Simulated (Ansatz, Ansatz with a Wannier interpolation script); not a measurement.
Rows from a G0W0 calculation on Si3N4 (P6_3/m) (Ansatz 0.2.0; G0W0 on LDA, plane waves, PAW; 3×3×6 mesh, 607 empty bands, screening to 150 eV), in eV. Spin-orbit coupling is left out.

```tsv
row	Σx	Σc	Vxc	Z
A	-6.68	-4.18	-11.70	0.83
B	-8.08	-4.84	-14.10	0.82
C	-21.88	3.01	-18.10	0.79
D	-7.86	-4.20	-12.92	0.83
E	-7.26	-4.55	-12.92	0.83
F	-21.77	3.14	-17.83	0.79
```

Question: Which rows are filled states and which are empty ones, and how can one tell?

Filled: C and F. Empty: A, B, D and E. The sign of Σc tells: for a filled state bare exchange, which holds its interaction with itself, lies below Vxc (Σx − Vxc is -3.8 eV or lower here) and screening gives part back as a positive Σc. For an empty state Σx lies above Vxc (+5.0 eV or more) and the Coulomb hole leaves Σc negative.

[Paths, hosts, dates, memory and timing lines, banners, echoed tables and standing remarks are left out of the program output.]

[Logs are printed without paths, hosts, clocks, repeated set-up lines and the standing remarks that a program may print on its own settings, such as how far it seeks lower states.]

[Runs of the session that timed out or met a known fault of the program may be left out.]

[Hosts, paths, dates, database ids (printed as entryN), source tags and the programs' standing remarks are cut or masked in the printed files.]
